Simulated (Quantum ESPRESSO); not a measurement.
**NaF (Villiaumite): phonon deformation potentials, worked out**

Wanted: the shift of the optical mode of NaF (Villiaumite) in a strained (001) layer.

Main program and level: Quantum ESPRESSO 7.5; DFT PBE, scalar-relativistic, plane waves, GBRV ultrasoft pseudopotentials.

**1. The relaxed structure**

Symmetry: Fm-3m, No. 225, cubic system. The conventional cell has a = 4.716 Å, b = 4.716 Å, c = 4.716 Å, α = 90.00°, β = 90.00°, γ = 90.00°. Nearest to Na lie 6 F at 2.36 Å. F has 6 Na at 2.36 Å nearest. Farther neighbours and most contacts between anions are not listed.

This is the cell after its relaxation at this level of theory, not the database cell from which that began.

**2. Uniaxial strain**

The relaxed cell is stretched along z alone. This keeps all atoms on sites fixed by symmetry and splits the threefold mode into a singlet, polarised along z, and a doublet. The macroscopic field is left out, so these are transverse modes. Cutoff 55 Ry, k mesh 8×8×8.

From the response at ε_zz = 0.01:

The program printed:

```text
[banners, grids, parts of the stress and lines that vanish by symmetry left out]
Program PHONON v.7.5
     Reading xml data from directory:

[...]
Exchange-correlation= PBE
                           (   1   4   3   4   0   0   0)
[...]
kinetic-energy cut-off    =      55.0000  Ry
     charge density cut-off    =     440.0000  Ry
     convergence threshold     =      1.0E-18
[...]
Exchange-correlation= PBE
                           (   1   4   3   4   0   0   0)
[...]
q = (   0.0000000   0.0000000   0.0000000 )
     17 Sym.Ops. (with q -> -q+G )
     G cutoff =  447.0722  (  27847 G-vectors)     FFT grid: ( 45, 45, 45)
     G cutoff =  223.5361  (   9825 G-vectors)  smooth grid: ( 30, 30, 30)
     number of k points=    59
[...]
Mode symmetry, D_4h(4/mmm) point group:
[...]
Representation #   1 mode #   1
[...]
End of self-consistent calculation
     Convergence has been achieved
     Representation #   2 mode #   2
[...]
End of self-consistent calculation
     Convergence has been achieved
     Representation #   3 modes #   3   4
[...]
End of self-consistent calculation
     Convergence has been achieved
     Representation #   4 modes #   5   6
[...]
End of self-consistent calculation
     Convergence has been achieved
[...]
q = (    0.000000000   0.000000000   0.000000000 )
[...]
freq (    1) =       0.116443 [THz] =       3.884109 [cm-1]
     freq (    2) =       0.122866 [THz] =       4.098362 [cm-1]
     freq (    3) =       0.122866 [THz] =       4.098362 [cm-1]
     freq (    4) =       6.203851 [THz] =     206.938189 [cm-1]
     freq (    5) =       6.805609 [THz] =     227.010676 [cm-1]
     freq (    6) =       6.805609 [THz] =     227.010676 [cm-1]
[...]
Mode symmetry, D_4h(4/mmm) point group:
     freq (   1-   1) =          3.9  [cm-1]   --> A_2u X_4' M_4'  I
     freq (   2-   3) =          4.1  [cm-1]   --> E_u  X_5' M_5'  I
     freq (   4-   4) =        206.9  [cm-1]   --> A_2u X_4' M_4'  I
     freq (   5-   6) =        227.0  [cm-1]   --> E_u  X_5' M_5'  I

   JOB DONE.
```

```csv
ε_zz,singlet (cm⁻¹),doublet (cm⁻¹),σ_zz (GPa),σ_xx (GPa)
-0.01,245.74,224.76,-0.990,-0.240
-0.005,235.83,225.40,-0.487,-0.127
0,225.97,225.97,-0.016,-0.016
0.005,216.32,226.50,0.423,0.092
0.01,206.94,227.01,0.833,0.198
```

Stress is counted positive in tension.

**3. The fit**

To first order ω² − ω₀² = p ε_zz + q (ε_xx + ε_yy) for the mode along z, and likewise for x and y. With ε_zz alone the singlet gives p and the doublet q.

The linear terms of parabolas through ω² are p = -17.21 ω₀² and q = 0.99 ω₀², with ω₀ = 226.0 cm⁻¹. Those of the stresses are C11 = 91 GPa and C12 = 22 GPa. Under hydrostatic strain p and q imply γ = −(p + 2q)/(6 ω₀²) = 2.54.

A layer held to an in-plane strain ε and free along z takes ε_zz = −2 (C12/C11) ε = -0.481 ε. To first order the singlet then shifts by (q − p C12/C11) ε / ω₀ = 1159 ε cm⁻¹. For ε = -0.006, ε_zz = 0.00288, the formulas for ω² predict 218.91 cm⁻¹ for the singlet and 237.02 cm⁻¹ for the doublet.

**4. A biaxially strained cell**

This run was no part of the fit.

The program printed:

```text
[banners, grids, parts of the stress and lines that vanish by symmetry left out]
[banner, memory and clock lines left out]
Program PHONON v.7.5

[...]
Exchange-correlation= PBE
                           (   1   4   3   4   0   0   0)
[...]
kinetic-energy cut-off    =      55.0000  Ry
     charge density cut-off    =     440.0000  Ry
     convergence threshold     =      1.0E-18
[...]
Exchange-correlation= PBE
                           (   1   4   3   4   0   0   0)
[...]
q = (   0.0000000   0.0000000   0.0000000 )
     17 Sym.Ops. (with q -> -q+G )
     G cutoff =  441.2527  (  27341 G-vectors)     FFT grid: ( 45, 45, 45)
     G cutoff =  220.6263  (   9649 G-vectors)  smooth grid: ( 30, 30, 30)
     number of k points=    59
[...]
Mode symmetry, D_4h(4/mmm) point group:
[...]
Representation #   1 mode #   1
[...]
End of self-consistent calculation
     Convergence has been achieved
     Representation #   2 mode #   2
[...]
End of self-consistent calculation
     Convergence has been achieved
     Representation #   3 modes #   3   4
[...]
End of self-consistent calculation
     Convergence has been achieved
     Representation #   4 modes #   5   6
[...]
End of self-consistent calculation
     Convergence has been achieved
[...]
q = (    0.000000000   0.000000000   0.000000000 )
[...]
freq (    1) =       0.119584 [THz] =       3.988896 [cm-1]
     freq (    2) =       0.120569 [THz] =       4.021755 [cm-1]
     freq (    3) =       0.120569 [THz] =       4.021755 [cm-1]
     freq (    4) =       6.562490 [THz] =     218.901114 [cm-1]
     freq (    5) =       7.117521 [THz] =     237.414936 [cm-1]
     freq (    6) =       7.117521 [THz] =     237.414936 [cm-1]
[...]
Mode symmetry, D_4h(4/mmm) point group:
     freq (   1-   1) =          4.0  [cm-1]   --> A_2u X_4' M_4'  I
     freq (   2-   3) =          4.0  [cm-1]   --> E_u  X_5' M_5'  I
     freq (   4-   4) =        218.9  [cm-1]   --> A_2u X_4' M_4'  I
     freq (   5-   6) =        237.4  [cm-1]   --> E_u  X_5' M_5'  I
```

| mode | predicted (cm⁻¹) | run (cm⁻¹) |
| --- | --- | --- |
| singlet | 218.91 | 218.90 |
| doublet | 237.02 | 237.41 |

The stress along z is -0.021 GPa and that in the plane -0.657 GPa; the unstrained cell carries -0.016 GPa.

**5. Summary of results**

```yaml
p_in_units_of_the_squared_frequency: -17.21
q_same_units: 0.9910
shift_of_the_singlet_per_unit_of_biaxial_strain: 1159 cm⁻¹
c11_and_c12: 91 and 22 GPa
```

**Reading.** To first order, one per cent of tensile biaxial strain moves the singlet of NaF (Villiaumite) by 11.6 cm⁻¹ and the doublet by -18.9 cm⁻¹; the formulas miss the test run by up to 0.39 cm⁻¹. In the rock-salt structure this mode is infrared active and has no first-order Raman line. The third potential, r, needs shear strain, which was not run. These are harmonic values at zero temperature.

[Host names and launcher messages were left out of these logs when they were recorded.]

[Logs are printed without paths, hosts, clocks, repeated set-up lines and the standing remarks that a program may print on its own settings, such as how far it seeks lower states.]

[Hosts, paths, dates, database ids (printed as entryN), source tags and the programs' standing remarks are cut or masked in the printed files.]
